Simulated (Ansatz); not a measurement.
# How BP (F-43m) expands on warming

Aim: the lattice, expansion, heat capacity and bulk modulus of BP as it warms.

What experiment has found for this phase:
- volume expansion coefficient 9.6 1e-6/K near room temperature (given in “Thermal expansion coefficients of high thermal conducting BAs and BP materials (three times its linear coefficient)”, 2019, arxiv:1906.04101)

Calculated with Ansatz 0.2.0; DFT r2SCAN, scalar-relativistic, plane waves, PAW.

## Step 1: Starting point

Symmetry: F-43m, No. 216, cubic system. The conventional cell has a = 4.538 Å, b = 4.538 Å, c = 4.538 Å, α = 90.00°, β = 90.00°, γ = 90.00°. Nearest to B lie 4 P at 1.97 Å. Nearest to P lie 4 B at 1.97 Å. Farther neighbours are not listed.

Structure file:

```cif
data_structure
_symmetry_space_group_name_H-M 'F-43m'
_symmetry_Int_Tables_number 216
_cell_length_a 4.5380
_cell_length_b 4.5380
_cell_length_c 4.5380
_cell_angle_alpha 90.000
_cell_angle_beta 90.000
_cell_angle_gamma 90.000
_cell_volume 93.45
loop_
_atom_site_label
_atom_site_type_symbol
_atom_site_symmetry_multiplicity
_atom_site_Wyckoff_symbol
_atom_site_fract_x
_atom_site_fract_y
_atom_site_fract_z
_atom_site_occupancy
B1 B 4 a 0.00000 0.00000 0.00000 1
P1 P 4 d 0.25000 0.25000 0.75000 1
```

## Step 2: A first coarse run

A cheap single point shows whether the cell is a metal or an insulator and how far it is from rest; that sets the k-mesh and the occupations of what follows.

File input.yaml:

```yaml
crystal:
  lattice:
    - [0.0, 2.269, 2.269]
    - [2.269, 0.0, 2.269]
    - [2.269, 2.269, 0.0]
  atoms:
    - { symbol: B, position: [0.0, 0.0, 0.0] }
    - { symbol: P, position: [0.25, 0.25, 0.25] }
kpoints:
  mp_grid: { grid: [6, 6, 6] }
hamiltonian:
  xc: r2scan
scf:
  occupations: { method: gaussian, width: 0.1 }
output:
  forces: true
  stress: true
  eigenvalues: true
```

Started as:

```console
$ ansatz run input.yaml --threads 4 --pin off --max-ram 16384MiB --backend cpu --events-out ev --progress --plain --runs-dir out
```

Numbers of over 12 decimals in the logs are rounded to 6 here.

The log of the run:

```text
Engine: ansatz 0.2.0, aarch64-unknown-linux-gnu
Pseudopotentials: kind: paw
Pseudopotential: B, paw, valence charge 3, recommended cutoff 500 eV (meta_gga), B.paw.azcp
Pseudopotential: P, paw, valence charge 5, recommended cutoff 500 eV (meta_gga), P.paw.azcp
Functional definition: r2SCAN
  parameter k0 = 0.174
  parameter k1 = 0.065
  parameter a1 = 4.9479
  exchange = r2scan_x(k0 = k0, k1 = k1, a1 = a1)
  correlation = r2scan_c
Crystal: 2 atoms, lattice volume = 23.363 Å³
Basis set: ecut = 500 eV, 609 PW (Γ), exchange–correlation on 96×96×96 points (64 copies of the dense FFT grid, shifted against one another)
Bands: 8, of which v1, the nominal top of the filled ones, is band 4 counted from 1 (3 counted from 0)
Symmetry: 24 space group operations
Space group: F-43m (ITA 216), of the structure as read, at distance tolerance 2.9e-5 Å
k-points: 16 of 216 (time reversal used)
Non-local potential: B, projectors of the file, l = 0: 2, l = 1: 2, l = 2: 1
Non-local potential: P, projectors of the file, l = 0: 2, l = 1: 2, l = 2: 2
PAW form: soft (Blöchl's): semilocal exchange-correlation on the pseudo side does not see the compensation charge
PAW frozen core: B, regenerated for the run's functional (the file was generated under x = pbe(κ = 0.804, μ = 0.219515), c = pbe(β = 0.066725))
PAW frozen core: P, regenerated for the run's functional (the file was generated under x = pbe(κ = 0.804, μ = 0.219515), c = pbe(β = 0.066725))
PAW one-centre angular grid: B, 302 points (default); XC on 160 Gauss nodes
PAW one-centre angular grid: P, 302 points (default); XC on 160 Gauss nodes
Initial density: superposition of atomic densities (neutral atoms: chi_scale 0, normalization atom), corrected by the library's trained network
Initial wavefunctions: pseudopotential atomic-orbital guess
Functional: x = r2scan, c = r2scan; τ floored in thin density (d = 2e-4 eV/Å³)
SCF iter   1: F=—  HF=-916.633619 eV  |F-HF|=—  |Δ(HF+E_count)|=         —  Δρ=4.46e-3  dr2=2.19e-3  dr2_τ=1.32e-1  ethr=1.77e-3  ⟨swp⟩=6.1  Hψ=1185  notcnv=0
preconditioner: auto → none  [insulator: Δε(μ)=1.457 eV  Ē_g=13.610 eV  σ=0.100 eV  W_gap=1.00  n_scr=0 (ndim 8)  ℏωp=21.7 eV  f_vac=0.000  D(μ)=0.00/eV (n_scr^D=0)  ε∞_Penn≈3.5]
SCF iter   2: F=—  HF=-916.670009 eV  |F-HF|=—  |Δ(HF+E_count)|=   3.64e-2  Δρ=2.99e-3  dr2=9.56e-4  dr2_τ=3.80e-5  ethr=2.74e-5  ⟨swp⟩=2.0  Hψ=384  notcnv=0
SCF iter   3: F=—  HF=-916.670175 eV  |F-HF|=—  |Δ(HF+E_count)|=   1.66e-4  Δρ=1.08e-3  dr2=2.70e-4  dr2_τ=1.83e-5  ethr=1.20e-5  ⟨swp⟩=2.1  Hψ=193  notcnv=0
SCF iter   4: F=—  HF=-916.670120 eV  |F-HF|=—  |Δ(HF+E_count)|=   5.46e-5  Δρ=3.43e-4  dr2=1.46e-5  dr2_τ=8.92e-7  ethr=3.37e-6  ⟨swp⟩=2.1  Hψ=186  notcnv=0
SCF iter   5: F=—  HF=-916.670123 eV  |F-HF|=—  |Δ(HF+E_count)|=   2.32e-6  Δρ=5.79e-5  dr2=3.56e-7  dr2_τ=3.55e-8  ethr=1.82e-7  ⟨swp⟩=2.1  Hψ=185  notcnv=0
SCF iter   6: F=-916.670123 eV  HF=-916.670123 eV  |F-HF|=6.57e-9  |Δ(HF+E_count)|=   6.91e-8  Δρ=8.33e-6  dr2=6.93e-9  dr2_τ=6.27e-10  ethr=1.25e-9  ⟨swp⟩=5.9  Hψ=666  notcnv=0
SCF 1 converged in 6 iterations: F = -916.670123 eV  dr2 = 6.93e-9
  greatest PAW one-centre occupation: 0.772 electrons in one spin orbital (limit 2), on the P atom at site 1 (counted from 0), in its partial waves of l = 0
SCF converged after 6 iterations
Free energy (F): -916.670123 eV
Harris-Foulkes:  -916.670123 eV  (|F-HF|=6.57e-9)
Internal energy: -916.670123 eV  (E = F + TS)
E sigma→0 (E₀):  -916.670123 eV
Fermi energy:    9.989433 eV
--- Per-component energies (eV) ---
  E_band       = 19.132948
  E_kinetic    = 121.538927
  E_local      = -66.896863  (includes V_loc(G=0)·N_el)
  E_nonlocal   = 44.133165
  E_hartree    = 17.086854
  E_xc         = -91.099890
  E_vxc        = -108.128534  (∫ρ·V_xc dr)
  E_paw        = -655.831512  (= ΣΔE_a)
  E_vpaw       = -10.619481  (= ΣTr[D̂ρ^β])
  E_aug_tail   = -0.000001  (compensation charges beyond the density's cutoff)
  E_vtau       = 4.932101  (kinetic-family band-sum trace: ∫τ·v_τ [+ j·A + Jᵃ·Aᵃ] dr)
  E_ewald      = -285.491518
  E_core_change = -0.109284  (= ΣΔE_core)
  E_smearing   = -0.000000  (= −TS)
  E_closure    = -0.000000  (closes the sum)
  Σ components = -916.670123   (vs F -916.670123, Δ=0.00e0)
--- Forces (eV/Å), atoms counted from 1 ---
  atom   1  B      0.00000000    -0.00000000     0.00000000
  atom   2  P     -0.00000000     0.00000000     0.00000000
  max |Σ_I F_I| component: 2.78e-16 eV/Å
--- Stress (GPa, compression-positive) ---
       -0.040822       0.000000      -0.000000
        0.000000      -0.040822       0.000000
        0.000000       0.000000      -0.040822
  P = ⅓ Tr σ = -0.0408 GPa (-0.408 kbar)
--- Band table (eV; the first three rows and the last of 16) ---
  k-point 0: bands = ["-7.0382", "9.2396", "9.2396", "9.2396", "12.8381", "12.8381", "12.8381", "17.2201"]
  k-point 1: bands = ["-6.5151", "6.2448", "8.5317", "8.5317", "13.5577", "13.8016", "13.8016", "18.5757"]
  k-point 2: bands = ["-5.0259", "2.1445", "7.6766", "7.6766", "13.4595", "14.3806", "14.3806", "20.1283"]
  k-point 15: bands = ["-1.6692", "0.4524", "3.6757", "3.8037", "13.3644", "14.0239", "18.9229", "19.6533"]
```

It took 0.42 s on 4 threads of Arm Neoverse V2, shared host; peak memory 0.31 GiB; 1.2 s of CPU time.

A gap read on the k-mesh alone can miss the band edges.

Numbers from this step:

| Quantity | Value |
| --- | --- |
| pressure | -0.04082 GPa |
| gap on the k-mesh | 1.500 eV |
| volume per atom | 11.68 Å³ |

The start is under -0.041 GPa at this level and looks like an insulator or semiconductor on this mesh.

## Step 3: Finding the static equilibrium

Phonons are second derivatives about a minimum, so cell and atoms are relaxed first, inside the symmetry of the start.

input.yaml, the sections that differ from step 2:

```yaml
kpoints:
  mp_grid: { grid: [10, 10, 10] }
scf:
  occupations: { method: gaussian, width: 0.02 }
output:
  forces: true
  stress: true
  eigenvalues: true
  write_density: true
  write_potential: true
  elf: true
  volumetric_format: npy
relax:
  adjacent_minimum: "off"
  f_tol: 0.005
  max_steps: 80
  cell: { stress_tol: 0.05 }
# crystal, hamiltonian: as in step 2
```

The log of the run:

```text
[...]
Crystal: 2 atoms, lattice volume = 23.363 Å³
Basis set: ecut = 500 eV, 609 PW (Γ), exchange–correlation on 96×96×96 points (64 copies of the dense FFT grid, shifted against one another)
Bands: 8, of which v1, the nominal top of the filled ones, is band 4 counted from 1 (3 counted from 0)
Symmetry: 24 space group operations
[...]
k-points: 47 of 1000 (time reversal used)
[...]
SCF iter   1: F=—  HF=-916.651221 eV  |F-HF|=—  |Δ(HF+E_count)|=         —  Δρ=4.40e-3  dr2=2.29e-3  dr2_τ=1.31e-1  ethr=1.77e-3  ⟨swp⟩=6.2  Hψ=3581  notcnv=0
[...]
SCF iter   6: F=-916.687125 eV  HF=-916.687125 eV  |F-HF|=5.08e-9  |Δ(HF+E_count)|=   4.99e-8  Δρ=7.67e-6  dr2=6.00e-9  dr2_τ=4.66e-10  ethr=1.25e-9  ⟨swp⟩=9.9  Hψ=2706  notcnv=0
SCF 1 converged in 6 iterations: F = -916.687125 eV  dr2 = 6.00e-9
[...]
relax step   1: F+E_penalty+E_count = -916.68712465 eV  Δ(F+E_penalty+E_count) = +0.000e0 eV  max|allowed force component| = 3.146e-16 eV/Å  Δτ_max = 0.0000 Å  P = -0.164 GPa  Ω = 23.363 Å³  (6 SCF iters, dr2 threshold 1.00e-7 eV, accepted)
Crystal: 2 atoms, lattice volume = 23.350 Å³
[...]
iter 1 solved again at ethr=3.11e-8 eV; its pass at ethr=3.10e-3 eV (dr2=2.48e-6 eV) is discarded
[...]
SCF iter   3: F=-916.687136 eV  HF=-916.687136 eV  |F-HF|=2.25e-9  |Δ(HF+E_count)|=   2.47e-8  Δρ=6.82e-6  dr2=1.22e-8  dr2_τ=6.79e-10  ethr=8.41e-10  ⟨swp⟩=9.1  Hψ=2524  notcnv=0
SCF 2 converged in 3 iterations: F = -916.687136 eV  dr2 = 1.22e-8
relax step   2: F+E_penalty+E_count = -916.68713565 eV  Δ(F+E_penalty+E_count) = -1.100e-5 eV  max|allowed force component| = 7.170e-17 eV/Å  Δτ_max = 0.0000 Å  P = -0.071 GPa  Ω = 23.350 Å³  energy of the carried Pulay correction = +1.619e-6 eV  (3 SCF iters, dr2 threshold 6.73e-8 eV, accepted)
Crystal: 2 atoms, lattice volume = 23.341 Å³
[...]
SCF iter   3: F=-916.687139 eV  HF=-916.687139 eV  |F-HF|=3.95e-10  |Δ(HF+E_count)|=   1.22e-8  Δρ=6.53e-6  dr2=1.00e-8  dr2_τ=6.16e-10  ethr=1.58e-10  ⟨swp⟩=9.1  Hψ=2443  notcnv=0
SCF 3 converged in 3 iterations: F = -916.687139 eV  dr2 = 1.00e-8
relax step   3: F+E_penalty+E_count = -916.68713905 eV  Δ(F+E_penalty+E_count) = -3.394e-6 eV  max|allowed force component| = 9.714e-17 eV/Å  Δτ_max = 0.0000 Å  P = +0.000 GPa  Ω = 23.341 Å³  energy of the carried Pulay correction = +2.858e-6 eV  (3 SCF iters, dr2 threshold 1.26e-8 eV, accepted)
[...]
SCF iter   1: F=—  HF=-916.687137 eV  |F-HF|=—  |Δ(HF+E_count)|=         —  Δρ=6.51e-6  dr2=9.61e-9  dr2_τ=6.26e-10  ethr=5.88e-7  ⟨swp⟩=3.2  Hψ=4749  notcnv=0
eigensolver tolerance schedule: the retry pair's looser diagonalisation over-reported the residual by 4890.50 of it (diagonalisation noise at 12.77 of the residual, at the tolerance the schedule requests for it); recorded, not acted on — ethr = c·dr2/N_el stays at c = 1.0e-1
SCF iter   2: F=—  HF=-916.687138 eV  |F-HF|=—  |Δ(HF+E_count)|=   1.94e-7  Δρ=2.99e-6  dr2=1.75e-9  dr2_τ=6.72e-11  ethr=1.20e-10  ⟨swp⟩=2.7  Hψ=617  notcnv=0
[...]
SCF iter   4: F=-916.687138 eV  HF=-916.687138 eV  |F-HF|=1.14e-13  |Δ(HF+E_count)|=  1.59e-11  Δρ=9.36e-8  dr2=1.29e-12  dr2_τ=4.14e-14  ethr=1.00e-12  ⟨swp⟩=6.9  Hψ=2021  notcnv=0
SCF 4 converged in 4 iterations: F = -916.687138 eV  dr2 = 1.29e-12
relax step   4: F+E_penalty+E_count = -916.68713751 eV  Δ(F+E_penalty+E_count) = +1.543e-6 eV  max|allowed force component| = 7.864e-17 eV/Å  Δτ_max = 0.0000 Å  P = +0.000 GPa  Ω = 23.341 Å³  stress off target by 3.50e-4 GPa  SCF on the basis re-selected at this cell (its energy is not comparable with the rows above)  (4 SCF iters)
basis re-selected at this cell: Δ(F+E_penalty+E_count) = +1.543e-6 eV, ΔP = +0.000 GPa vs the last step (what re-selecting the basis moved, of the pressure what is left beyond the Pulay correction that the steps carried, after the strain that the cell walked since its last selection, with what the two solves' SCF thresholds leave and, on support functions, any second-order correction that the steps lacked; it is no m [...]
SCF converged after 4 iterations
Free energy (F): -916.687138 eV
[...]
Internal energy: -916.687138 eV  (E = F + TS)
E sigma→0 (E₀):  -916.687138 eV
Fermi energy:    9.955064 eV
[...]
--- Stress (GPa, compression-positive) ---
        0.000350      -0.000000      -0.000000
       -0.000000       0.000350       0.000000
       -0.000000       0.000000       0.000350
  P = ⅓ Tr σ = 0.0004 GPa (0.004 kbar)
--- Band table (eV; the first three rows and the last of 47) ---
[...]
--- Relaxed structure (3 steps of the walk, 3 accepted, 1 SCFs on fresh bases) ---
  F+E_penalty+E_count = -916.68713751 eV   max|allowed force component| = 7.864e-17 eV/Å   (the final SCF, on the basis selected at the relaxed cell)
  cell:  # Å, volume = 23.3406 Å³
    - [0, 2.268267, 2.268267]
    - [2.268267, 0, 2.268267]
    - [2.268267, 2.268267, 0]
  atoms:
    - { symbol: B, position: [0, 0, 0] }
    - { symbol: P, position: [0.25, 0.25, 0.25] }
```

Elapsed: 2.5 s, on 4 threads; peak memory 0.36 GiB.

Little changed from the start: no atom moved by 0.005 Å and no cell edge by 0.1 %.

Numbers from this step:

```
pressure          : 3.50e-4 GPa
gap on the k-mesh : 1.415 eV
volume per atom   : 11.67 Å³
```

Electrostatic potential energy in the ac plane of a cell with a along [110], b along [-110] and c along [001] of the cube at fractional y = 0.000, with atoms of B and P within 0.2 Å of it. With pseudopotentials it is smooth inside the atoms' cores, unlike the true potential.

Values in eV, 7 rows by 16 columns, each cell a mean:
```
-32 -10  -1 -15 -19  -6  -2 -24 -32 -10  -1 -15 -19  -6  -2 -24
  8   4 -21 -56 -59 -39  -2   7   8   4 -21 -56 -59 -39  -2   7
 11   8  -6 -29 -35 -16   4  10  11   8  -6 -29 -35 -16   4  10
 11  11  10   8   8   9  11  11  11  11  10   8   8   9  11  11
 11  11  12  12  12  12  12  11  11  11  12  12  12  12  12  11
  4   8  11  12  12  12   9   5   4   8  11  12  12  12   9   5
-44 -16   6  10  10   9  -3 -35 -44 -16   6  10  10   9  -3 -35
```
Columns run along a (6.4 Å; values clipped at the 3rd and 97th percentile), rows up along c (4.5 Å), edges of the conventional cell, whose origin can differ from the input's. Atoms in or near the plane, at fractional coordinates: B at (0.50, 0.00), B at (0.00, 0.00), P at (0.75, 0.75), P at (0.25, 0.75).

ELF in the ac plane of a cell with a along [110], b along [-110] and c along [001] of the cube at fractional y = 0.000, with atoms of B and P within 0.2 Å of it. It is the smooth field of the valence electrons, not physical close to the nuclei.

Ten even steps from '0' (0.02) to '9' (0.94), each cell a mean:
```
169978983169978983
589836997589836997
588401786588401786
256201463256201463
024555531024555531
002566410002566410
000122100000122100
100000000100000000
320000013320000013
642000135642000135
343211343343211343
036645651036645651
```
Columns run along a (6.4 Å), rows up along c (4.5 Å), edges of the conventional cell, whose origin can differ from the input's. Atoms in or near the plane, at fractional coordinates: B at (0.50, 0.00), B at (0.00, 0.00), P at (0.75, 0.75), P at (0.25, 0.75).

Valence density in the ac plane of a cell with a along [110], b along [-110] and c along [001] of the cube at fractional y = 0.000, with atoms of B and P within 0.2 Å of it. It is the smooth field of the valence electrons, not physical close to the nuclei.

Ten even steps from '0' (0.04 e/Å³) to '9' (0.92 e/Å³), each cell a mean:
```
588766787588766787
679957987679957987
358513864358513864
125423531125423531
013566410013566410
001343200001343200
000011000000011000
000000000000000000
110000011110000011
431000023431000023
652100136652100136
365322365365322365
```
Columns run along a (6.4 Å), rows up along c (4.5 Å), edges of the conventional cell, whose origin can differ from the input's. Atoms in or near the plane, at fractional coordinates: B at (0.50, 0.00), B at (0.00, 0.00), P at (0.75, 0.75), P at (0.25, 0.75).

## Step 4: Tight relaxation

The thresholds are tightened for a last relaxation ahead of the phonons, and where mesh or smearing change with them the cell follows.

File input.yaml:

```yaml
crystal:
  lattice:
    - [0.0, 2.2682668186, 2.2682668186]
    - [2.2682668186, 0.0, 2.2682668186]
    - [2.2682668186, 2.2682668186, 0.0]
  atoms:
    - { symbol: B, position: [0.0, 0.0, 0.0] }
    - { symbol: P, position: [0.25, 0.25, 0.25] }
kpoints:
  mp_grid: { grid: [12, 12, 12] }
hamiltonian:
  xc: r2scan
scf:
  occupations: { method: fixed }
output:
  forces: true
  stress: true
  eigenvalues: true
relax:
  adjacent_minimum: "off"
  f_tol: 0.001
  max_steps: 60
  cell: { stress_tol: 0.01 }
```

The log of the run:

```text
[...]
Crystal: 2 atoms, lattice volume = 23.341 Å³
Basis set: ecut = 500 eV, 609 PW (Γ), exchange–correlation on 96×96×96 points (64 copies of the dense FFT grid, shifted against one another)
Bands: 8, of which v1, the nominal top of the filled ones, is band 4 counted from 1 (3 counted from 0)
Symmetry: 24 space group operations
[...]
k-points: 72 of 1728 (time reversal used)
[...]
P = ⅓ Tr σ = -0.0018 GPa (-0.018 kbar)
--- Band table (eV; the first three rows and the last of 72) ---
[...]
--- Relaxed structure (1 steps of the walk, 1 accepted, 1 SCFs on fresh bases) ---
[...]
cell:  # Å, volume = 23.3406 Å³
    - [0.0, 2.2682668186, 2.2682668186]
    - [2.2682668186, 0.0, 2.2682668186]
    - [2.2682668186, 2.2682668186, 0.0]
  atoms:
    - { symbol: B, position: [0.0, 0.0, 0.0] }
    - { symbol: P, position: [0.25, 0.25, 0.25] }
[key lines of the parts left out:]
SCF converged after 5 iterations
Free energy (F): -916.687389 eV
Fermi energy:    9.247539 eV
```

Wall time 1.8 s (4 threads); peak memory 0.36 GiB.

Little changed from the start: no atom moved by 0.005 Å and no cell edge by 0.1 %.

This step gave:

```yaml
pressure: -0.001774 GPa
gap_on_the_k_mesh: 1.411 eV
```

The residual pressure is -0.0018 GPa, small enough for phonons.

[end of part 1 of 2]

[Logs are printed without paths, hosts, clocks, repeated set-up lines and the standing remarks that a program may print on its own settings, such as how far it seeks lower states.]

[Hosts, paths, dates, database ids (printed as entryN), source tags and the programs' standing remarks are cut or masked in the printed files.]

[A step with changed settings may run another functional than the one named; its input shows which.]
